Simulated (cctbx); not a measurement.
# Ti3Sn3PdPt2: precision against data quality

Space group P-62c (no. 190), a = 7.2550 Å, b = 7.2550 Å, c = 7.1930 Å, α = 90.00°, β = 90.00°, γ = 120.00°.

| atom | mult. | x | y | z | Ueq (Å²) |
| --- | --- | --- | --- | --- | --- |
| Pt1 | 4 | 2/3 | 1/3 | 0.9752 | 0.0072 |
| Sn1 | 6 | 0 | 0.7342 | 1/2 | 0.0051 |
| Pd1 | 2 | 0 | 0 | 3/4 | 0.0080 |
| Ti1 | 6 | 0.3880 | 0.9781 | 3/4 | 0.0087 |

The model was made for the exercise: a known structure type with other elements put in, its volume estimated, not relaxed; displacement parameters are assumed.

Five simulated data sets (cctbx; Mo Kα, λ = 0.71073 Å; 1.5 % proportional error) differ in resolution or exposure (noise floor 15 counts in the first three, 8 in the last two). Each is refined with the right model, isotropic at 1.1 Å and anisotropic otherwise. How do the figures of merit and the uncertainties move?

| d min (Å) | top counts | ⟨I/σ⟩ (unmerged, absences included) | unique | param. (scale apart) | Rint | R1 | GooF | largest s.u. xyz (fractional) | s.u. U of Ti1 (Å²) | largest error (Å) |
| --- | --- | --- | --- | --- | --- | --- | --- | --- | --- | --- |
| 1.1 | 20000 | 19.6 | 102 | 8 | 0.022 | 0.0108 | 1.39 | 0.00054 | 0.0008 | 0.0030 |
| 0.84 | 20000 | 17.6 | 217 | 16 | 0.026 | 0.0084 | 0.92 | 0.00024 | 0.0007 | 0.0043 |
| 0.6 | 20000 | 15.8 | 556 | 16 | 0.030 | 0.0100 | 0.94 | 0.00013 | 0.0003 | 0.0018 |
| 0.75 | 300 | 1.2 | 300 | 16 | 0.412 | 0.0719 | 1.00 | 0.00521 | 0.0164 | 0.0510 |
| 0.75 | 3000 | 6.4 | 300 | 16 | 0.073 | 0.0223 | 1.00 | 0.00064 | 0.0016 | 0.0053 |

The number of reflections grows roughly as 1/d³: 102, 217 and 556 here. R1 follows the noise rather than the truth: at 300 counts it is 0.0719, at 3000 counts 0.0223, while GooF is 1.00 and 1.00: the weights 1/σ² carry the noise. The s.u. of U (U11 where anisotropic) for Ti1 goes 0.0008, 0.0007, 0.0003 Å² with resolution and 0.0164, 0.0016 Å² with exposure.

The 1.1 Å row also differs in its displacement model, so it isn't a clean test of resolution.

Hardware for the 0.6 Å refinement: 0.38 s on 1 thread of Arm Neoverse V2 (shared host), peak memory 0.09 GiB.
